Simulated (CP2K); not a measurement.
Consider N-methylacetamide at its PBE geometry (Å).

```xyz
12

C     1.8994    0.0531    0.1905
N     0.5362   -0.3889   -0.0626
C    -0.5239    0.4795   -0.0009
C    -1.8964   -0.1420   -0.1969
O    -0.3654    1.6876    0.2084
H     2.0545    1.0282   -0.2861
H     2.1019    0.1667    1.2665
H     2.6009   -0.6755   -0.2315
H     0.3541   -1.3781   -0.1848
H    -2.4293   -0.1329    0.7637
H    -1.8624   -1.1744   -0.5691
H    -2.4697    0.4766   -0.8971
```

Method: CP2K XAS_TDP, all-electron GAPW, PBEh(45%), aug-cc-pVDZ, TDA, GW2X-corrected core level, no relativity.

Predict the bright core excitations at the O K edge.

Leading lines: O5 532.22 eV. The leading line of an atom is its first one with 35 % of the strongest within 2.5 eV of its lowest line over the strength cut. Core ionisation energies at this level: O5 536.59 eV.

The first six lines of each atom with a strength over 0.0015:

| atom | energy (eV) | states | strength, one atom | above the computed threshold |
| --- | --- | --- | --- | --- |
| O5 (bonded to C) | 532.22 | 1 | 0.0361 |  |
|  | 538.00 | 1 | 0.0018 | yes |
|  | 538.42 | 1 | 0.0032 | yes |
|  | 539.01 | 1 | 0.0074 | yes |
|  | 539.39 | 1 | 0.0036 | yes |
|  | 539.66 | 1 | 0.0054 | yes |

Lines are vertical, at one geometry, with no vibrational structure. GW2X ionisation energies and lines can be off by 1 to 2 eV either way, and a good line position may hide errors that cancel. These values hold no scalar relativity, about 0.4 eV for O 1s. Rydberg lines, and the discretised continuum above threshold, depend on the basis and the box.

[Banner, clock and machine lines of the logs are left out without a mark of their own.]

[Logs are printed without paths, hosts, clocks, repeated set-up lines and the standing remarks that a program may print on its own settings, such as how far it seeks lower states.]

[Hosts, paths, dates, database ids (printed as entryN), source tags and the programs' standing remarks are cut or masked in the printed files.]
